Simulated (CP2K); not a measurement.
Two runs for the C K edge of 5-vinylpyrimidine. Run A: CP2K XAS_TDP, all-electron GAPW, PBEh(45%), aug-cc-pVDZ, TDA, no relativity. Run B differs in one setting.

First lines with a strength over 0.0015. A:

```
                     atom  energy (eV)  states  strength, one atom
 C1 (bonded to C and 2 H)       280.54       1              0.0480
                                284.32       1              0.0059
                                284.73       1              0.0173
                                285.18       1              0.0028
                                285.50       1              0.0028
 C2 (bonded to 2 C and H)       281.07       1              0.0435
                                284.51       1              0.0138
                                284.62       1              0.0142
                                285.48       1              0.0018
                                286.49       1              0.0033
       C3 (bonded to 3 C)       281.49       1              0.0413
                                284.82       1              0.0125
                                286.43       1              0.0019
                                286.56       1              0.0017
                                287.39       1              0.0044
C4 (bonded to C, N and H)       281.32       1              0.0573
                                285.81       1              0.0127
                                286.65       1              0.0038
                                287.35       1              0.0029
                                288.16       1              0.0091
 C6 (bonded to 2 N and H)       281.88       1              0.0595
                                286.28       1              0.0123
                                286.85       1              0.0041
                                287.08       1              0.0031
                                287.63       1              0.0027
```

B:

| atom | energy (eV) | states | strength, one atom |
| --- | --- | --- | --- |
| C1 (bonded to C and 2 H) | 280.50 | 1 | 0.0478 |
|  | 285.33 | 1 | 0.0030 |
|  | 285.72 | 1 | 0.0185 |
|  | 285.74 | 1 | 0.0319 |
|  | 288.32 | 1 | 0.0082 |
| C2 (bonded to 2 C and H) | 281.14 | 1 | 0.0419 |
|  | 284.58 | 1 | 0.0150 |
|  | 285.74 | 1 | 0.0313 |
|  | 287.55 | 1 | 0.0035 |
|  | 288.16 | 1 | 0.0126 |
| C3 (bonded to 3 C) | 281.53 | 1 | 0.0412 |
|  | 285.15 | 1 | 0.0121 |
|  | 287.47 | 1 | 0.0090 |
|  | 287.80 | 1 | 0.0083 |
|  | 288.11 | 1 | 0.0169 |
| C4 (bonded to C, N and H) | 281.34 | 1 | 0.0570 |
|  | 286.99 | 1 | 0.0304 |
|  | 288.98 | 1 | 0.0059 |
|  | 289.27 | 1 | 0.0083 |
|  | 289.29 | 1 | 0.0090 |
| C6 (bonded to 2 N and H) | 281.90 | 1 | 0.0587 |
|  | 287.10 | 1 | 0.0050 |
|  | 287.94 | 1 | 0.0337 |
|  | 289.70 | 1 | 0.0123 |
|  | 289.94 | 1 | 0.0066 |

**Question.** Which was it: scalar relativity switched on, the functional, the basis, GW2X switched on?

The basis (basis from aug-cc-pVDZ to 6-31G*; the lines alone don't name the new value). A basis moves diffuse and continuum lines far more than the leading valence line. Against PBEh(45%) in aug-cc-pVDZ, the leading lines move by -0.04 eV (C1, to 280.50), +0.07 eV (C2, to 281.14), +0.04 eV (C3, to 281.53), +0.02 eV (C4, to 281.34) and +0.02 eV (C6, to 281.90). The next line of C1 over the strength cut lies 4.83 eV higher, against 3.78.

[Banner, clock and machine lines of the logs are left out without a mark of their own.]

[Logs are printed without paths, hosts, clocks, repeated set-up lines and the standing remarks that a program may print on its own settings, such as how far it seeks lower states.]

[Hosts, paths, dates, database ids (printed as entryN), source tags and the programs' standing remarks are cut or masked in the printed files.]
